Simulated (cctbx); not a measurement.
**Lattice, Laue class and space group of a new crystal**

Cell: a = 5.2670 Å, b = 5.2670 Å, c = 8.5140 Å, α = 90.00°, β = 90.00°, γ = 120.00°. Expected content of the cell: Pt6 Co6 Cr2 Ti2.

Simulated single-crystal data (cctbx): synchrotron X-rays, λ = 0.4959 Å, to d = 0.75 Å, 80 % of the full sphere, strongest reflection 5000 counts, noise from counting, a 4 % proportional error and a noise floor of 8 counts (s.d.); no absorption.

Tests on the unmerged data give:

```text
1580 reflections to d = 0.757 A
centring   violations  <I/sigma> of those
    A        445 of   785      4.1
    B        444 of   789      4.1
    C        337 of   758      3.1
    I        439 of   802      4.0
    R        538 of  1059      5.3
    F        613 of  1166      3.8
Laue class    unique    Rint  (classes that these axes allow; Friedel mates merged)
P -1              941   0.047
P 1 1 2/m         529   0.055
P -3              337   0.057
P -3 1 m          202   0.061
P -3 m 1          223   0.060
P 6/m             184   0.062
P 6/m m m         136   0.063
space group    extra absences  I>4sigma  <I/sigma>
P 6 2 2                 0          0         -  acentric
P 63 2 2               10          0      -0.1  acentric
P 6 m m                 0          0         -  acentric
P 63 m c              137          0       0.0  acentric
P -6 m 2                0          0         -  acentric
P -6 2 m                0          0         -  acentric
P -6 2 c              137          0       0.0  acentric
P 6/m m m               0          0         -  centric
P 63/m m c            137          0       0.0  centric
Wilson B = 0.93 A^2   <|E^2-1|> = 0.995 (0.968 centric, 0.736 acentric)   E^2>4: 2.8 %
shell (A)         n   <I/sigma>
 8.51 - 1.51     24     22.5
 1.51 - 1.20     20     19.2
 1.20 - 1.05     14     23.3
 1.05 - 0.95     16     17.6
 0.95 - 0.89     16     12.3
 0.89 - 0.83     16     16.7
 0.83 - 0.79     16     19.5
 0.79 - 0.76     14      8.6
```

**Question.** What are the lattice type, the Laue class and the likely space group?

Every centring test has many violations, so the lattice is primitive.

Rint stays low (0.047 to 0.063) up to P 6/m m m, the highest class in these axes.

9 settings pass the absence test. The most absences obeyed, 137, belong to P 63 m c, P -6 2 c and P 63/m m c, which absences can't tell apart.

⟨|E²−1|⟩ = 0.995 leans to a centrosymmetric structure. The Wilson B of 0.93 Å² means U ≈ 0.0118 Å².

The true group is P6_3/mmc (no. 194), Laue class 6/mmm, centrosymmetric. The tables only narrow the choice to the tied entries; cell content, site symmetry and trial solutions must settle it.

The model is made up (kin elements in a known structure type, no relaxation), so it says nothing on whether the phase exists.

[Logs are printed without paths, hosts, clocks, repeated set-up lines and the standing remarks that a program may print on its own settings, such as how far it seeks lower states.]
